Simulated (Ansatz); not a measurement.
# Na on Os(0001): change of the work function

How does one ordered layer of Na (bridge site) change the work function of Os(0001), and what dipole does each adsorbate carry?

Main program and level: Ansatz 0.2.0; plane-wave DFT, PBE, Ansatz PAW, in the first sound run; inputs show where later runs differ.

### Step 1. Starting point

The cell holds 4 atoms: 4 Os. Its edges and angles: a = 2.740 Å, b = 2.740 Å, c = 24.490 Å, α = 90.0°, β = 90.0°, γ = 60.0°. Vacuum lies along c.

### Step 2. The clean slab

The bare slab comes first, as the zero from which every change is counted. The two lowest layers are held at bulk places and the upper ones relax. The dipole correction removes the false field that a one-sided slab makes across the periodic vacuum, so each face gets a flat vacuum level of its own.

input.yaml

```yaml
crystal:
  lattice:
    - [2.74, 0.0, 0.0]
    - [1.37, 2.3729096064, 0.0]
    - [0.0, 0.0, 24.48969]
  atoms:
    - { symbol: Os, position: [0.6666666667, 0.6666666667, 0.3675015894] }
    - { symbol: Os, position: [0.0, 0.0, 0.4558338631] }
    - { symbol: Os, position: [0.6666666667, 0.6666666667, 0.5441661369] }
    - { symbol: Os, position: [0.0, 0.0, 0.6324984106] }
kpoints:
  mp_grid: { grid: [13, 13, 1] }
hamiltonian:
  xc: pbe
scf:
  occupations: { method: fermi_dirac, width: 0.1 }
  convergence: { dr2_threshold: 1.0e-08 }
efield:
  axis: 3
  dipole_correction: true
  ramp_position: 0.97
  ramp_width: 0.06
relax:
  f_tol: 0.02
  max_steps: 60
  constraints: [{ sites: [0, 1] }]
output:
  write_potential: true
  write_density: true
  volumetric_format: npy
```

Launch:

```
> ansatz run input.yaml --threads 4 --pin off --max-ram 6144MiB --backend cpu --events-out ev --progress --plain --runs-dir out
```

Numbers of over 12 decimals in the logs are rounded to 6 here.

The log of the run:

```text
Engine: ansatz 0.2.0, aarch64-unknown-linux-gnu
Pseudopotentials: kind: paw
Pseudopotential: Os, paw, valence charge 16, recommended cutoff 420 eV (normal), Os.paw.azcp
Functional definition: PBE
  parameter kappa = 0.804
  parameter beta = 0.066725
  exchange = pbe_x(kappa = kappa, mu = beta*pi^2/3)
  correlation = pbe_c(beta = beta)
Crystal: 4 atoms, lattice volume = 159.226 Å³
Basis set: ecut = 420 eV, 3123 PW (Γ), exchange–correlation on 40×40×360 points (8 copies of the dense FFT grid, shifted against one another)
Bands: 39, of which v1, the nominal top of the filled ones, is band 32 counted from 1 (31 counted from 0)
Symmetry: 6 space group operations
k-points: 21 of 169 (time reversal used)
Non-local potential: Os, projectors of the file, l = 0: 3, l = 1: 2, l = 2: 2, l = 3: 1
PAW form: soft (Blöchl's): semilocal exchange-correlation on the pseudo side does not see the compensation charge
PAW one-centre angular grid: Os, 590 points (default); XC on 64 Gauss nodes
Initial density: superposition of atomic densities (neutral atoms: chi_scale 0, normalization atom), corrected by the library's trained network
Initial wavefunctions: pseudopotential atomic-orbital guess
Functional: x = pbe(κ = 0.804, μ = 0.219515), c = pbe(β = 0.066725)
SCF iter   1: F=—  HF=-45535.769558 eV  |F-HF|=—  |Δ(HF+E_count)|=         —  Δρ=6.38e-3  dr2=1.84e-1  ethr=1.77e-3  p=0.000 e·Å  D=1.89e-14 V/Å  ΔV_dip=-0.00 eV  dr2_dipole=1.34e-7  V_vac-E_F(+/−)=5.35/5.35 eV  ⟨swp⟩=8.3  Hψ=3989  notcnv=0
efield: sawtooth ramp at fractional position 0.9700 (set: `efield.ramp_position`, or a place that a band, a saddle search or an elastic batch's reference lends), width 0.0600; the density the first Hamiltonian is built on has a dipole p = 0.000 e·Å; the dipole correction subtracts the counter field D = 1.89e-14 V/Å, which shifts the + side's vacuum level by -0.00 eV against the − side's; the planar-averaged density in the ramp window peaks in size at 4.3e-5 e/Å³
preconditioner: auto → LDOS  [metal: Δε(μ)=0.079 eV  Ē_g=5.632 eV  σ=0.100 eV  W_gap=0.19  n_scr=18 (ndim 8)  ℏωp=16.6 eV  f_vac=0.579  D(μ)=3.43/eV (n_scr^D=14)  β→1.0]
SCF iter   2: F=—  HF=-45535.779361 eV  |F-HF|=—  |Δ(HF+E_count)|=   9.80e-3  Δρ=2.53e-3  dr2=3.22e-2  ethr=2.88e-4  p=-0.000 e·Å  D=-3.40e-5 V/Å  ΔV_dip=0.00 eV  dr2_dipole=9.56e-7  V_vac-E_F(+/−)=5.37/5.37 eV  ⟨swp⟩=2.0  Hψ=1419  notcnv=0
SCF iter   3: F=—  HF=-45535.774988 eV  |F-HF|=—  |Δ(HF+E_count)|=   4.37e-3  Δρ=1.19e-3  dr2=8.32e-3  ethr=5.03e-5  p=0.000 e·Å  D=3.72e-5 V/Å  ΔV_dip=-0.00 eV  dr2_dipole=2.79e-7  V_vac-E_F(+/−)=5.42/5.42 eV  ⟨swp⟩=2.6  Hψ=1507  notcnv=0
SCF iter   4: F=—  HF=-45535.773286 eV  |F-HF|=—  |Δ(HF+E_count)|=   1.70e-3  Δρ=2.55e-4  dr2=2.03e-4  ethr=1.30e-5  p=-0.000 e·Å  D=-4.60e-6 V/Å  ΔV_dip=0.00 eV  dr2_dipole=2.58e-8  V_vac-E_F(+/−)=5.40/5.40 eV  ⟨swp⟩=2.2  Hψ=1208  notcnv=0
SCF iter   5: F=—  HF=-45535.773282 eV  |F-HF|=—  |Δ(HF+E_count)|=   4.57e-6  Δρ=7.06e-5  dr2=5.73e-6  ethr=3.18e-7  p=0.000 e·Å  D=1.65e-6 V/Å  ΔV_dip=-0.00 eV  dr2_dipole=1.86e-9  V_vac-E_F(+/−)=5.40/5.40 eV  ⟨swp⟩=3.4  Hψ=1700  notcnv=0
SCF iter   6: F=—  HF=-45535.773302 eV  |F-HF|=—  |Δ(HF+E_count)|=   2.09e-5  Δρ=1.84e-5  dr2=1.10e-6  ethr=8.95e-9  p=-0.000 e·Å  D=-2.48e-6 V/Å  ΔV_dip=0.00 eV  dr2_dipole=4.83e-10  V_vac-E_F(+/−)=5.40/5.40 eV  ⟨swp⟩=2.8  Hψ=1380  notcnv=0
SCF iter   7: F=—  HF=-45535.773303 eV  |F-HF|=—  |Δ(HF+E_count)|=   8.00e-7  Δρ=5.71e-6  dr2=5.33e-8  ethr=1.72e-9  p=0.000 e·Å  D=2.36e-7 V/Å  ΔV_dip=-0.00 eV  dr2_dipole=3.26e-11  V_vac-E_F(+/−)=5.40/5.40 eV  ⟨swp⟩=2.9  Hψ=1290  notcnv=0
SCF iter   8: F=-45535.773303 eV  HF=-45535.773303 eV  |F-HF|=4.31e-9  |Δ(HF+E_count)|=   1.07e-7  Δρ=1.63e-6  dr2=7.71e-9  ethr=1.56e-11  p=-0.000 e·Å  D=-1.43e-6 V/Å  ΔV_dip=0.00 eV  dr2_dipole=2.81e-11  V_vac-E_F(+/−)=5.40/5.40 eV  ⟨swp⟩=11.8  Hψ=6413  notcnv=0
SCF 1 converged in 8 iterations: F = -45535.773303 eV  dr2 = 7.71e-9
  greatest PAW one-centre occupation: 1.000 electrons in one spin orbital (limit 2), on the Os atom at site 2 (counted from 0), in its partial waves of l = 0
relax step   1: F+E_penalty+E_count = -45535.77330329 eV  Δ(F+E_penalty+E_count) = +0.000e0 eV  max|allowed force component| = 6.775e-1 eV/Å  Δτ_max = 0.0000 Å  (8 SCF iters, accepted)
Initial density: handed on by an earlier stage of this run
Initial wavefunctions: those handed on with the density
iter 1 solved again at ethr=3.99e-4 eV; its pass at ethr=3.10e-3 eV (dr2=2.55e-1 eV) is discarded
SCF iter   1: F=—  HF=-45535.775211 eV  |F-HF|=—  |Δ(HF+E_count)|=         —  Δρ=5.09e-3  dr2=2.28e-1  ethr=3.99e-4  p=-0.000 e·Å  D=-2.19e-6 V/Å  ΔV_dip=0.00 eV  dr2_dipole=6.96e-2  V_vac-E_F(+/−)=5.38/5.38 eV  ⟨swp⟩=2.0  Hψ=3141  notcnv=0
efield: sawtooth ramp at fractional position 0.9700 (set: `efield.ramp_position`, or a place that a band, a saddle search or an elastic batch's reference lends), width 0.0600; the density the first Hamiltonian is built on has a dipole p = -0.000 e·Å; the dipole correction subtracts the counter field D = -2.19e-6 V/Å, which shifts the + side's vacuum level by +0.00 eV against the − side's; the planar-averaged density in the ramp window peaks in size at 7.7e-6 e/Å³
preconditioner: auto → LDOS  [metal: Δε(μ)=0.054 eV  Ē_g=5.729 eV  σ=0.100 eV  W_gap=0.13  n_scr=18 (ndim 8)  ℏωp=16.6 eV  f_vac=0.581  D(μ)=3.49/eV (n_scr^D=14)  β→1.0]
SCF iter   2: F=—  HF=-45535.781641 eV  |F-HF|=—  |Δ(HF+E_count)|=   6.43e-3  Δρ=4.03e-3  dr2=9.71e-2  ethr=3.55e-4  p=0.005 e·Å  D=5.26e-3 V/Å  ΔV_dip=-0.13 eV  dr2_dipole=2.76e-4  V_vac-E_F(+/−)=5.24/5.36 eV  ⟨swp⟩=2.5  Hψ=1425  notcnv=0
SCF iter   3: F=—  HF=-45535.761481 eV  |F-HF|=—  |Δ(HF+E_count)|=   2.02e-2  Δρ=5.90e-4  dr2=2.26e-3  ethr=1.52e-4  p=0.003 e·Å  D=3.48e-3 V/Å  ΔV_dip=-0.09 eV  dr2_dipole=3.83e-4  V_vac-E_F(+/−)=5.29/5.38 eV  ⟨swp⟩=2.6  Hψ=1388  notcnv=0
SCF iter   4: F=—  HF=-45535.761126 eV  |F-HF|=—  |Δ(HF+E_count)|=   3.56e-4  Δρ=2.75e-4  dr2=3.57e-4  ethr=3.54e-6  p=0.003 e·Å  D=3.06e-3 V/Å  ΔV_dip=-0.07 eV  dr2_dipole=2.79e-5  V_vac-E_F(+/−)=5.30/5.37 eV  ⟨swp⟩=2.5  Hψ=1372  notcnv=0
SCF iter   5: F=—  HF=-45535.761085 eV  |F-HF|=—  |Δ(HF+E_count)|=   4.04e-5  Δρ=1.09e-4  dr2=2.15e-5  ethr=5.57e-7  p=0.003 e·Å  D=2.97e-3 V/Å  ΔV_dip=-0.07 eV  dr2_dipole=4.16e-6  V_vac-E_F(+/−)=5.30/5.37 eV  ⟨swp⟩=2.3  Hψ=1254  notcnv=0
[...]
SCF iter   2: F=—  HF=-45535.796120 eV  |F-HF|=—  |Δ(HF+E_count)|=   4.16e-4  Δρ=2.18e-3  dr2=3.20e-2  ethr=1.38e-4  p=-0.000 e·Å  D=-1.91e-5 V/Å  ΔV_dip=0.00 eV  dr2_dipole=4.92e-4  V_vac-E_F(+/−)=5.39/5.39 eV  ⟨swp⟩=2.0  Hψ=1373  notcnv=0
SCF iter   3: F=—  HF=-45535.790623 eV  |F-HF|=—  |Δ(HF+E_count)|=   5.50e-3  Δρ=3.56e-4  dr2=1.37e-3  ethr=5.00e-5  p=0.001 e·Å  D=1.06e-3 V/Å  ΔV_dip=-0.03 eV  dr2_dipole=4.67e-4  V_vac-E_F(+/−)=5.36/5.38 eV  ⟨swp⟩=2.7  Hψ=1342  notcnv=0
SCF iter   4: F=—  HF=-45535.790568 eV  |F-HF|=—  |Δ(HF+E_count)|=   5.50e-5  Δρ=1.67e-4  dr2=1.09e-4  ethr=2.14e-6  p=0.001 e·Å  D=9.99e-4 V/Å  ΔV_dip=-0.02 eV  dr2_dipole=3.22e-7  V_vac-E_F(+/−)=5.36/5.38 eV  ⟨swp⟩=2.8  Hψ=1433  notcnv=0
SCF iter   5: F=—  HF=-45535.790556 eV  |F-HF|=—  |Δ(HF+E_count)|=   1.21e-5  Δρ=6.38e-5  dr2=8.74e-6  ethr=1.70e-7  p=0.001 e·Å  D=1.06e-3 V/Å  ΔV_dip=-0.03 eV  dr2_dipole=1.45e-7  V_vac-E_F(+/−)=5.36/5.38 eV  ⟨swp⟩=2.5  Hψ=1300  notcnv=0
SCF iter   6: F=—  HF=-45535.790576 eV  |F-HF|=—  |Δ(HF+E_count)|=   2.06e-5  Δρ=2.68e-5  dr2=1.59e-6  ethr=1.37e-8  p=0.001 e·Å  D=1.16e-3 V/Å  ΔV_dip=-0.03 eV  dr2_dipole=2.17e-8  V_vac-E_F(+/−)=5.35/5.38 eV  ⟨swp⟩=2.9  Hψ=1462  notcnv=0
SCF iter   7: F=—  HF=-45535.790577 eV  |F-HF|=—  |Δ(HF+E_count)|=   1.14e-6  Δρ=8.01e-6  dr2=2.14e-7  ethr=2.49e-9  p=0.001 e·Å  D=1.19e-3 V/Å  ΔV_dip=-0.03 eV  dr2_dipole=3.87e-8  V_vac-E_F(+/−)=5.35/5.38 eV  ⟨swp⟩=2.1  Hψ=1202  notcnv=0
SCF iter   8: F=-45535.790578 eV  HF=-45535.790578 eV  |F-HF|=1.37e-8  |Δ(HF+E_count)|=   1.85e-7  Δρ=1.59e-6  dr2=7.42e-9  ethr=1.56e-11  p=0.001 e·Å  D=1.21e-3 V/Å  ΔV_dip=-0.03 eV  dr2_dipole=1.02e-9  V_vac-E_F(+/−)=5.35/5.38 eV  ⟨swp⟩=9.9  Hψ=6885  notcnv=0
SCF 3 converged in 8 iterations: F = -45535.790578 eV  dr2 = 7.42e-9
relax step   3: F+E_penalty+E_count = -45535.79057755 eV  Δ(F+E_penalty+E_count) = -1.727e-2 eV  max|allowed force component| = 7.973e-2 eV/Å  Δτ_max = 0.0418 Å  (8 SCF iters, accepted)
SCF iter   1: F=—  HF=-45535.790798 eV  |F-HF|=—  |Δ(HF+E_count)|=         —  Δρ=2.20e-4  dr2=3.65e-4  ethr=7.60e-6  p=0.001 e·Å  D=1.21e-3 V/Å  ΔV_dip=-0.03 eV  dr2_dipole=1.02e-4  V_vac-E_F(+/−)=5.35/5.38 eV  ⟨swp⟩=2.1  Hψ=1456  notcnv=0
efield: sawtooth ramp at fractional position 0.9700 (set: `efield.ramp_position`, or a place that a band, a saddle search or an elastic batch's reference lends), width 0.0600; the density the first Hamiltonian is built on has a dipole p = 0.001 e·Å; the dipole correction subtracts the counter field D = 1.21e-3 V/Å, which shifts the + side's vacuum level by -0.03 eV against the − side's; the planar-averaged density in the ramp window peaks in size at 5.1e-6 e/Å³
preconditioner: auto → LDOS  [metal: Δε(μ)=0.010 eV  Ē_g=5.651 eV  σ=0.100 eV  W_gap=0.02  n_scr=18 (ndim 8)  ℏωp=16.6 eV  f_vac=0.581  D(μ)=3.45/eV (n_scr^D=14)  β→1.0]
SCF iter   2: F=—  HF=-45535.790819 eV  |F-HF|=—  |Δ(HF+E_count)|=   2.04e-5  Δρ=2.06e-4  dr2=2.59e-4  ethr=5.71e-7  p=0.001 e·Å  D=9.23e-4 V/Å  ΔV_dip=-0.02 eV  dr2_dipole=7.22e-9  V_vac-E_F(+/−)=5.36/5.38 eV  ⟨swp⟩=3.2  Hψ=1645  notcnv=0
SCF iter   3: F=—  HF=-45535.790768 eV  |F-HF|=—  |Δ(HF+E_count)|=   5.06e-5  Δρ=3.72e-5  dr2=7.60e-6  ethr=4.05e-7  p=0.001 e·Å  D=1.06e-3 V/Å  ΔV_dip=-0.03 eV  dr2_dipole=1.25e-6  V_vac-E_F(+/−)=5.36/5.38 eV  ⟨swp⟩=2.5  Hψ=1340  notcnv=0
SCF iter   4: F=—  HF=-45535.790778 eV  |F-HF|=—  |Δ(HF+E_count)|=   9.76e-6  Δρ=1.03e-5  dr2=3.35e-7  ethr=1.19e-8  p=0.001 e·Å  D=1.07e-3 V/Å  ΔV_dip=-0.03 eV  dr2_dipole=4.50e-10  V_vac-E_F(+/−)=5.36/5.38 eV  ⟨swp⟩=2.9  Hψ=1531  notcnv=0
SCF iter   5: F=—  HF=-45535.790778 eV  |F-HF|=—  |Δ(HF+E_count)|=   3.45e-8  Δρ=4.62e-6  dr2=3.32e-8  ethr=5.24e-10  p=0.001 e·Å  D=1.07e-3 V/Å  ΔV_dip=-0.03 eV  dr2_dipole=2.09e-9  V_vac-E_F(+/−)=5.36/5.38 eV  ⟨swp⟩=3.1  Hψ=1507  notcnv=0
SCF iter   6: F=—  HF=-45535.790778 eV  |F-HF|=—  |Δ(HF+E_count)|=   6.90e-8  Δρ=1.87e-6  dr2=1.01e-8  ethr=1.56e-11  p=0.001 e·Å  D=1.08e-3 V/Å  ΔV_dip=-0.03 eV  dr2_dipole=4.38e-11  V_vac-E_F(+/−)=5.36/5.38 eV  ⟨swp⟩=11.0  Hψ=6159  notcnv=0
SCF iter   7: F=-45535.790778 eV  HF=-45535.790778 eV  |F-HF|=1.30e-9  |Δ(HF+E_count)|=   1.45e-8  Δρ=4.39e-7  dr2=7.24e-10  ethr=1.56e-11  p=0.001 e·Å  D=1.08e-3 V/Å  ΔV_dip=-0.03 eV  dr2_dipole=5.70e-11  V_vac-E_F(+/−)=5.36/5.38 eV  ⟨swp⟩=10.1  Hψ=5607  notcnv=0
SCF 4 converged in 7 iterations: F = -45535.790778 eV  dr2 = 7.24e-10
relax step   4: F+E_penalty+E_count = -45535.79077783 eV  Δ(F+E_penalty+E_count) = -2.003e-4 eV  max|allowed force component| = 5.469e-3 eV/Å  Δτ_max = 0.0041 Å  (7 SCF iters, accepted)
NSCF: frozen V_eff on 21 k-points
the band table was solved once a step of the walk had ended and its energy, with any forces and stress, was formed, with the checks that follow a solve (3646 applications of the Hamiltonian). They found nothing against the state; the energy, forces and stress were not computed again (output.eigenvalues in the input reference)
WARN: The output density's exchange-correlation potential varies sharply where the density is thin. Do not read a vacuum level from v_tot or v_xc, or from such a field of the output density. On a cell that repeats whose density bears no net charge and no dipole along the vacuum's axis use v_es (v_loc + v_h of the components); under efield.dipole_correction with no amplitude use v_es + v_field, which holds any externa [...]
SCF converged after 7 iterations
Free energy (F): -45535.790778 eV
Harris-Foulkes:  -45535.790778 eV  (|F-HF|=1.30e-9)
Internal energy: -45535.673153 eV  (E = F + TS)
E sigma→0 (E₀):  -45535.731965 eV
Entropy (-TS):   -0.117625 eV (-29.406 meV/atom)
Fermi energy:    5.697251 eV
Dipole field:    D = 0.001093 V/Å  (p = 0.000962 e·Å, saw-weighted, corrected)
Work function:   Φ+ = 5.3571 eV   Φ− = 5.3839 eV
Levels:          The Fermi level and band energies are counted from a zero that moves with the ramp; work functions are not
--- Per-component energies (eV) ---
  E_band       = -1543.138981
  E_kinetic    = 2241.701248
  E_local      = -102954.254791  (includes V_loc(G=0)·N_el)
  E_nonlocal   = -7.937636
  E_hartree    = 50572.751536
  E_xc         = -1063.110518
  E_vxc        = -1131.115062  (∫ρ·V_xc dr)
  E_paw        = -36046.500469  (= ΣΔE_a)
  E_vpaw       = -837.038490  (= ΣTr[D̂ρ^β])
  E_aug_tail   = -0.000336  (compensation charges beyond the density's cutoff)
  E_efield     = 0.000001  (sawtooth field / dipole correction)
  E_vefield    = 0.000383  (∫n·V_field dr)
  E_ewald      = 41721.677812
  E_smearing   = -0.117625  (= −TS)
  E_closure    = 0.000000  (closes the sum)
  Σ components = -45535.790778   (vs F -45535.790778, Δ=0.00e0)
--- Forces (eV/Å), atoms counted from 1 ---
  atom   1  Os     0.00000000    -0.00000000     0.61962236
  atom   2  Os    -0.00000000     0.00000000    -0.61784346
  atom   3  Os     0.00000000    -0.00000000     0.00368508
  atom   4  Os     0.00000000     0.00000000    -0.00546857
  max |Σ_I F_I| component: 4.59e-6 eV/Å
--- Band table (eV; the first three rows and the last of 21) ---
  k-point 0: bands = [... 28 lower, 3.3563, 3.5027, 3.5027, 4.9008, 4.9008, 5.1089, 6.0952, 6.1259, ... 3 higher]
  k-point 1: bands = [... 28 lower, 3.4913, 3.5082, 3.6707, 4.6228, 4.8371, 5.0112, 5.3871, 6.0596, ... 3 higher]
  k-point 2: bands = [... 28 lower, 3.4670, 3.8372, 4.0448, 4.1684, 4.5457, 4.9051, 5.3021, 5.9414, ... 3 higher]
  k-point 20: bands = [... 28 lower, 3.4480, 4.2252, 5.0837, 6.5466, 6.6016, 6.8681, 7.3253, 7.5985, ... 3 higher]
--- Relaxed structure (4 steps of the walk, 3 accepted, 0 SCFs on fresh bases) ---
  F+E_penalty+E_count = -45535.79077783 eV   max|allowed force component| = 5.469e-3 eV/Å
  atoms:
    - { symbol: Os, position: [0.666667, 0.666667, 0.3675015894] }
    - { symbol: Os, position: [0.0, 0.0, 0.4558338631] }
    - { symbol: Os, position: [0.666667, 0.666667, 0.544814] }
    - { symbol: Os, position: [-1.0192209557093963e-18, 0, 0.630958] }
```

Run time: 18 s. Hardware: 4 threads of Arm Neoverse V1, shared host; peak memory 0.47 GiB.

The steps of the relaxation:

| step | energy less that of the first step (eV) | largest force component (eV/Å) |
| --- | --- | --- |
| 1 | 0.0000 | 0.6775 |
| 2 | 0.0122 | 0.9605 |
| 3 | -0.0173 | 0.0797 |
| 4 | -0.0175 | 0.0055 |

Relaxation step 2 was tried and not accepted.

Forces are held to the 6 operations that the run works with; a distortion that breaks them can't arise in this run.

The atoms that moved most (Å):

| atom | dx | dy | dz | length |
| --- | --- | --- | --- | --- |
| Os4 | 0.000 | 0.000 | -0.038 | 0.038 |
| Os3 | 0.000 | 0.000 | 0.016 | 0.016 |

Numbers from this step:

| Item | Value |
| --- | --- |
| energy at zero smearing | -45535.7320 eV |
| work function, upper face | 5.357 eV |
| work function, lower face | 5.384 eV |
| dipole along the normal | 9.62e-4 e·Å |
| step between the vacuum levels | -0.02676 eV |

Running mean over 2.16323 Å of the planar mean; the ramp of the sawtooth is left out. Table of electron's electrostatic potential energy less the Fermi level by z:

| z (Å) | electron's electrostatic potential energy less the Fermi level (eV) |
| --- | --- |
| 3.0 | 5.38 |
| 3.5 | 5.38 |
| 4.0 | 5.38 |
| 4.5 | 5.38 |
| 5.0 | 5.38 |
| 5.5 | 5.36 |
| 6.0 | 5.29 |
| 6.5 | 5.03 |
| 7.0 | 4.05 |
| 7.5 | 0.744 |
| 8.0 | -5.05 |
| 8.5 | -10.2 |
| 9.0 | -12.2 |
| 9.5 | -12.6 |
| 10.0 | -12.8 |
| 10.5 | -12.9 |
| 11.0 | -13.0 |
| 11.5 | -13.0 |
| 12.0 | -12.9 |
| 12.5 | -12.9 |
| 13.0 | -13.0 |
| 13.5 | -13.2 |
| 14.0 | -13.4 |
| 14.5 | -13.4 |
| 15.0 | -13.0 |
| 15.5 | -12.3 |
| 16.0 | -9.85 |
| 16.5 | -4.51 |
| 17.0 | 1.17 |
| 17.5 | 4.17 |
| 18.0 | 5.03 |
| 18.5 | 5.27 |
| 19.0 | 5.33 |
| 19.5 | 5.35 |
| 20.0 | 5.36 |
| 20.5 | 5.36 |
| 21.0 | 5.36 |

The relaxation took 4 steps and lowered the energy by 0.017 eV; the largest force on the free atoms ends at 0.0055 eV/Å.

The work function of the upper face is 5.36 eV.

[end of part 1 of 4]

[Logs are printed without paths, hosts, clocks, repeated set-up lines and the standing remarks that a program may print on its own settings, such as how far it seeks lower states.]

[Hosts, paths, dates, database ids (printed as entryN), source tags and the programs' standing remarks are cut or masked in the printed files.]

[Maps of the electrostatic potential energy from Ansatz leave out the sawtooth potential of an applied field or a dipole correction, so their vacuum need not be flat; planar profiles and work functions include it.]
